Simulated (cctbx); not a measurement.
# What resolution and counting buy: CaCo3W4S12

Space group P-1 (no. 2), a = 8.1500 Å, b = 8.2098 Å, c = 8.2310 Å, α = 108.08°, β = 109.08°, γ = 110.11°.

| atom | mult. | x | y | z | Ueq (Å²) |
| --- | --- | --- | --- | --- | --- |
| W1 | 1 | 0 | 1/2 | 0 | 0.0078 |
| W2 | 1 | 0 | 0 | 1/2 | 0.0086 |
| W3 | 1 | 1/2 | 1/2 | 1/2 | 0.0074 |
| W4 | 1 | 1/2 | 0 | 0 | 0.0079 |
| Co1 | 1 | 1/2 | 1/2 | 0 | 0.0098 |
| Co2 | 1 | 1/2 | 0 | 1/2 | 0.0103 |
| Co3 | 1 | 0 | 1/2 | 1/2 | 0.0103 |
| Ca1 | 1 | 0 | 0 | 0 | 0.0138 |
| S1 | 2 | 0.8021 | 0.6916 | 0.5099 | 0.0127 |
| S2 | 2 | 0.1835 | 0.7024 | 0.8946 | 0.0161 |
| S3 | 2 | 0.6980 | 0.8776 | 0.1827 | 0.0118 |
| S4 | 2 | 0.7036 | 0.5314 | 0.8125 | 0.0155 |
| S5 | 2 | 0.4757 | 0.1703 | 0.2905 | 0.0149 |
| S6 | 2 | 0.1205 | 0.8149 | 0.3069 | 0.0135 |

The model is made up (kin elements in a known structure type, no relaxation), so it says nothing on whether the phase exists.

Five simulated data sets (cctbx; Mo Kα, λ = 0.71073 Å; 2 % proportional error) differ in resolution or exposure (noise floor 8 counts in the first three, 8 in the last two). Each is refined with the right model, isotropic at 1.1 Å and anisotropic otherwise. How do the figures of merit and the uncertainties move?

```csv
d min (Å),top counts,"⟨I/σ⟩ (unmerged, absences included)",unique,param. (scale apart),Rint,R1,GooF,largest s.u. xyz (fractional),s.u. U of S1 (Å²),largest error (Å)
1.1,70000,21.2,680,32,0.014,0.0096,0.88,0.00017,0.0003,0.0029
0.84,70000,18.8,1508,102,0.014,0.0106,0.89,0.00011,0.0003,0.0016
0.6,70000,15.2,4150,102,0.015,0.0136,0.92,0.00008,0.0002,0.0019
0.75,300,1.3,2114,102,0.256,0.0789,0.90,0.00310,0.0074,0.0463
0.75,3000,5.4,2114,102,0.048,0.0310,0.90,0.00064,0.0017,0.0112
```

The number of reflections grows roughly as 1/d³: 680, 1508 and 4150 here. R1 follows the noise rather than the truth: at 300 counts it is 0.0789, at 3000 counts 0.0310, while GooF is 0.90 and 0.90: the weights 1/σ² carry the noise. The s.u. of U (U11 where anisotropic) for S1 goes 0.0003, 0.0003, 0.0002 Å² with resolution and 0.0074, 0.0017 Å² with exposure.

Hardware for the 0.6 Å refinement: 0.52 s on 1 thread of Intel(R) Xeon(R) Platinum 8259CL CPU @ 2.50GHz (Skylake/Cascade Lake), on a shared host, peak memory 0.09 GiB.

[Logs are printed without paths, hosts, clocks, repeated set-up lines and the standing remarks that a program may print on its own settings, such as how far it seeks lower states.]
